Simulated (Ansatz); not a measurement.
# NaHgF3 (built on the sites of a database entry of KHgF3): following an unstable mode, part 3 of 3

Aim: this structure of NaHgF3 (built on the sites of a database entry of KHgF3) is to be tested for unstable modes, and one is followed downhill.

Ansatz 0.2.0; DFT PBEsol, scalar-relativistic, plane waves, norm-conserving pseudopotentials.

So far. Step 5 (Energy along the mode, all amplitudes (two of the runs …): The lowest of the steps tried is the last one, at 0.6 Å, 63.0 meV/atom below the parent; the bottom of the well need not coincide with a step. Step 7 (The new phase in its own primitive cell): The largest force component left is 0.94 meV/Å and the pressure is -0.002 GPa, within the tolerances set. The cell now holds 17.95 Å³/atom. The relaxed cell has a = 4.446, c = 4.541 Å (conventional setting).

The structure was built from a prototype and need not be the compound's stable phase.

### Step 8. Modes of the new phase, k-mesh 6×6×6, occupations fixed

A relaxed structure may still be a saddle point, so its zone-centre modes are computed. The response to a homogeneous field gives the Born charges and the dielectric tensor.

input.yaml

```yaml
crystal:
  lattice:
    - [4.4461214028, 0.0, 0.0]
    - [0.0, 4.4461214028, 0.0]
    - [0.0, 0.0, 4.5408483738]
  atoms:
    - { symbol: Na, position: [0.5, 0.5, 0.7966646516] }
    - { symbol: Hg, position: [0.0, 0.0, 0.4981430869] }
    - { symbol: F, position: [0.5, 0.0, 0.6171989223] }
    - { symbol: F, position: [0.0, 0.0, 0.021361244] }
    - { symbol: F, position: [0.0, 0.5, 0.6171989223] }
kpoints:
  mp_grid: { grid: [6, 6, 6] }
hamiltonian:
  xc: pbesol
  pseudopotentials: { kind: nc }
scf:
  occupations: { method: fixed }
output:
  eigenvalues: true
phonons:
  method: dfpt
  dielectric: true
  rigid_motions: translations
```

Run with:

```
$ ansatz run input.yaml --threads 4 --pin off --max-ram 14336MiB --backend cpu --events-out ev --progress --plain --runs-dir out
```

Numbers of over 12 decimals in the logs are rounded to 6 here.

Output:

```text
[...]
Crystal: 5 atoms, lattice volume = 89.763 Å³
Basis set: ecut = 1197.300995 eV, 8433 PW (Γ), exchange–correlation on 108×108×108 points (8 copies of the dense FFT grid, shifted against one another)
Bands: 30, of which v1, the nominal top of the filled ones, is band 25 counted from 1 (24 counted from 0)
Symmetry: 8 space group operations
k-points: 112 of 216 (irreducible under 1 space group operation, time reversal used)
[...]
SCF iter   1: F=—  HF=-7788.941420 eV  |F-HF|=—  |Δ(HF+E_count)|=         —  Δρ=1.86e-1  dr2=2.55e1  ethr=3.10e-3  ⟨swp⟩=5.0  Hψ=15512  notcnv=0  defer=337
[...]
SCF iter  14: F=-7780.796194 eV  HF=-7780.796194 eV  |F-HF|=3.00e-11  |Δ(HF+E_count)|=  4.44e-10  Δρ=2.95e-7  dr2=5.39e-11  ethr=1.00e-12  ⟨swp⟩=16.8  Hψ=27449  notcnv=0
SCF 1 converged in 14 iterations: F = -7780.796194 eV  dr2 = 5.39e-11
[...]
── the response to a field inside a basis, on 6×6×6 k-points: an SCF that follows is theirs, and a resumed run solves both again ──
Bands: 26, of which v1, the nominal top of the filled ones, is band 25 counted from 1 (24 counted from 0)
k-points: 18 of 216 (time reversal used)
[...]
Eigensolver: Dense (18 Hₖ)
SCF iter   1: F=—  HF=-7780.772122 eV  |F-HF|=—  |Δ(HF+E_count)|=         —  Δρ=2.31e-4  dr2=3.95e-6  ethr=1.00e-1
[...]
SCF iter   3: F=-7780.772136 eV  HF=-7780.772136 eV  |F-HF|=4.26e-8  |Δ(HF+E_count)|=   3.95e-6  Δρ=1.43e-5  dr2=8.20e-8  ethr=2.28e-9
SCF 1 converged in 3 iterations: F = -7780.772136 eV  dr2 = 8.20e-8
[...]
SCF converged after 14 iterations
Free energy (F): -7780.796194 eV
[...]
Internal energy: -7780.796194 eV  (E = F + TS)
E sigma→0 (E₀):  -7780.796194 eV
Fermi energy:    2.979348 eV
[...]
--- Band table (eV; the first three rows and the last of 112) ---
  k-point 0: bands = [... 21 lower, 1.1353, 1.1758, 1.3993, 1.3993, 3.8295, 9.3172, 13.3474, 13.3474, ... 1 higher]
  k-point 1: bands = [... 21 lower, 1.1677, 1.3926, 1.4450, 1.4450, 4.3659, 9.3709, 12.6426, 13.3589, ... 1 higher]
  k-point 2: bands = [... 21 lower, 1.1516, 1.5411, 1.5411, 1.7007, 5.6024, 9.2019, 12.1549, 13.3908, ... 1 higher]
  k-point 111: bands = [... 21 lower, 1.5837, 1.5837, 2.7033, 2.9793, 8.2901, 10.3689, 10.8088, 10.8088, ... 1 higher]
[...]
k mesh reduced under 1 symmetry operation, with k and −k counted as one. Each operation leaves every solved perturbation unchanged. A smaller set is not considered because the run solves the response to a homogeneous field
  ASR residual: 2.059e-2 → 0.000e0 eV/Å²; symmetrization residual: 4.923e-5 eV/Å²
  ASR residual per site (eV/Å²): 2.06e-2 6.54e-4 2.27e-4 1.17e-3 2.27e-4
[...]
ε∞ (high-frequency dielectric tensor):
        2.732549     0.000000    -0.000000
        0.000000     2.732549     0.000000
       -0.000000     0.000000     3.020827
  softest optical mode at Γ: -40.87 cm⁻¹; the repairs (sum rule, projections) moved no ω² at Γ by more than (15.94 cm⁻¹)²
  Born effective charges Z* (e; rows j = field, columns β = displacement):
    site 0:
         1.16325    0.00000   -0.00000
         0.00000    1.16325    0.00000
        -0.00000    0.00000    0.95355
    site 1:
         2.47632    0.00000    0.00000
         0.00000    2.47632    0.00000
        -0.00000    0.00000    2.73425
    site 2:
        -2.09367    0.00000   -0.00000
         0.00000   -0.82021    0.00000
        -0.00000    0.00000   -0.75917
    site 3:
        -0.72569    0.00000   -0.00000
         0.00000   -0.72569    0.00000
         0.00000    0.00000   -2.16945
    site 4:
        -0.82021    0.00000    0.00000
         0.00000   -2.09367    0.00000
         0.00000    0.00000   -0.75917
  Z* charge neutrality: 1.841e-3 e pre-enforcement
  solved inside a basis spanned on kpoints, on 6×6×6 k-points, its susceptibility summed on 8×8×8: ε∞ is read to err by 8.1e-3, Z* by 2.3e-2 e (field_mesh: kpoints solves on kpoints); Z* is corrected for what the basis lacks
  optical modes at Γ without the LO–TO term, one row a degenerate level:
      ω (cm⁻¹)  modes    IR ((D/Å)²/amu)
        -40.87      2             2.1748
        108.31      1             0.0271
        114.67      2             1.1538
        122.64      1             0.0000
        156.31      1             3.7834
        178.25      2             4.8552
        357.10      2             9.5015
        385.10      1             5.0769
  optical modes at Γ + LO–TO along q̂ = [1.0000, 0.0000, 0.0000]:
      ω (cm⁻¹)  modes    IR ((D/Å)²/amu)
        -40.87      1             1.0874
         46.02      1             0.1583
        108.31      1             0.0271
        114.67      1             0.5769
        122.64      1             0.0000
        124.57      1             0.1140
        156.31      1             3.7834
        178.25      1             2.4276
        222.05      1             1.3873
        357.10      1             4.7508
        385.10      1             5.0769
        425.11      1             7.1832
  optical modes at Γ + LO–TO along q̂ = [0.0000, 1.0000, 0.0000]:
      ω (cm⁻¹)  modes    IR ((D/Å)²/amu)
        -40.87      1             1.0874
         46.02      1             0.1583
[...]
222.05      1             1.3873
        357.10      1             4.7508
        385.10      1             5.0769
        425.11      1             7.1832
  optical modes at Γ + LO–TO along q̂ = [0.0000, 0.0000, 1.0000]:
      ω (cm⁻¹)  modes    IR ((D/Å)²/amu)
        -40.87      2             2.1748
        108.58      1             0.0020
        114.67      2             1.1538
        122.64      1             0.0000
        178.25      2             4.8552
        214.33      1             1.8601
        357.10      2             9.5015
        443.44      1             7.0253
```

Elapsed: 6.5 min, on 4 threads of Intel Xeon Platinum 8488C (Sapphire Rapids), shared host; peak memory 4.8 GiB.

Numbers from this step:

```
sum-rule residual before enforcement                    : 0.02059 eV/Å²
miss of the charge sum rule                             : 0.001841 e
estimated error of the dielectric tensor                : 0.008123
estimated error of the Born charges                     : 0.02295 e
point group                                             : 4mm
highest optical mode at the zone centre (no LO-TO term) : 385.1 cm⁻¹
lowest optical zone-centre mode                         : -40.87 cm⁻¹
mean high-frequency dielectric constant                 : 2.829
largest Born charge (third of the trace)                : 2.562 e
top of the zone-centre spectrum with the field          : 443.4 cm⁻¹
```

Without the LO-TO term. Patterns of degenerate modes are one choice out of their space. Modes at Γ, with each element's share of the kinetic energy (negative means imaginary):

```
mode  frequency (cm⁻¹)  symmetry  Na %  Hg %  F %
   1             -40.9         E    19     0   81
   2             -40.9         E    19     0   81
   3               0.0  acoustic     8    71   20
   4               0.0  acoustic     8    71   20
   5               0.0  acoustic     8    71   20
   6             108.3        A1    72    17   11
   7             114.7         E    25    24   51
   8             114.7         E    25    24   51
   9             122.6        B1     0     0  100
  10             156.3        A1    19     7   74
  11             178.2         E    48     0   52
  12             178.2         E    48     0   52
  13             357.1         E     0     5   95
  14             357.1         E     0     5   95
  15             385.1        A1     0     5   95
```

Displacements in mode 1 (-40.9 cm⁻¹), the largest set to 1:
```
Na1  0.00 -0.48  0.00
Hg2  0.00 -0.01  0.00
F3   0.00 -0.41  0.00
F4  -0.01  1.00  0.00
F5   0.00  0.08  0.00
```

Displacements in mode 8 (114.7 cm⁻¹), the largest set to 1:
```
Na1  0.00  0.85  0.00
Hg2  0.00 -0.28  0.00
F3   0.00  1.00  0.00
F4   0.00  0.87  0.00
F5   0.00  0.06  0.00
```

Optical modes at the zone centre, without and with the macroscopic field of the longitudinal modes; each column is sorted by frequency, so a row need not hold one and the same mode. Modes with and without the field, by row:

```
rank among optical modes  no field (cm⁻¹)  q along (1, 0, 0) (cm⁻¹)  q along (0, 0, 1) (cm⁻¹)
                       1            -40.9                     -40.9                     -40.9
                       2            -40.9                        46                     -40.9
                       3            108.3                     108.3                     108.6
                       4            114.7                     114.7                     114.7
                       5            114.7                     122.6                     114.7
                       6            122.6                     124.6                     122.6
                       7            156.3                     156.3                     178.2
                       8            178.2                     178.2                     178.2
                       9            178.2                     222.1                     214.3
                      10            357.1                     357.1                     357.1
                      11            357.1                     385.1                     357.1
                      12            385.1                     425.1                     443.4
```

Born charge (rows field, columns displacement) (e), principal values of the symmetric part by kind of site:

```
atom  atoms with these values    low  middle   high   mean
 Na1                        1   0.95    1.16   1.16   1.09
 Hg2                        1   2.48    2.48   2.73   2.56
  F3                        2  -2.09   -0.82  -0.76  -1.22
  F4                        1  -2.17   -0.73  -0.73  -1.21
```

In full for F4:

```
-0.73  0.00  0.00
 0.00 -0.73  0.00
 0.00  0.00 -2.17
```

High-frequency dielectric tensor:

```
2.73 0.00 0.00
0.00 2.73 0.00
0.00 0.00 3.02
```

Transverse modes; imaginary modes are left out. Lines of the infrared spectrum (strongest = 100):

```
position (cm⁻¹)  label  relative intensity
            108     A1                 0.3
            115      E                  12
            123     B1                 0.0
            156     A1                  40
            178      E                  51
            357      E                 100
            385     A1                  53
```

Before it was imposed, the acoustic sum rule was missed by 0.021 eV/Å² and the charge sum rule by 0.0018 e. Small misses are needed for a sound result but don't prove that mesh and cutoff are converged. The lowest optical mode is imaginary, 40.9i cm⁻¹, so the energy falls along it.

### Step 9. Summary of results

```json
{
 "unstable mode of the parent": "q = (0, 0, 0), 131i cm⁻¹",
 "depth at the lowest point sampled": "63.0 meV/atom",
 "largest atomic shift at that point": "0.6 Å",
 "space group reached (within 0.01 Å)": "P4mm",
 "energy gained over the parent (first relaxation, on the mesh of the frozen mode)": "84.0 meV/atom",
 "volume per atom, phase reached": "18.0 Å³",
 "gap on the k-mesh, phase reached": "0.850 eV",
 "lowest optical zone-centre mode, phase reached": "-40.9 cm⁻¹",
 "highest optical mode at the zone centre (no LO-TO term), phase reached": "385 cm⁻¹"
}
```

In words: Along this mode the structure falls into P4mm, 84.0 meV/atom below the parent. At the parent's cell the well is 63.03 meV/atom deep on the steps tried, with its lowest point at a shift of 0.6 Å. That is the last step tried, so the steps alone don't bracket the bottom of the well. Relaxing atoms and cell changes the gain by +21.00 meV/atom against the lowest step (energies at zero smearing). The new phase still has an imaginary mode at the zone centre of its cell, so it is a saddle point on the way to a lower structure. Of the 2 patterns followed to their end from this parent, this one reaches the lowest energy. Each path keeps the symmetry of its pattern, so a lower phase may lie along a pattern not tried. The relaxed cell left the space group of the starting entry, even within 0.1 Å, so it may not be the phase that the entry, or a measurement on it, describes. Spin-orbit coupling is left out, which can matter for the heavy elements here. The starting cell was built on a prototype and not taken from a measurement, so the phase need not exist.

[Logs are printed without paths, hosts, clocks, repeated set-up lines and the standing remarks that a program may print on its own settings, such as how far it seeks lower states.]

[Hosts, paths, dates, database ids (printed as entryN), source tags and the programs' standing remarks are cut or masked in the printed files.]
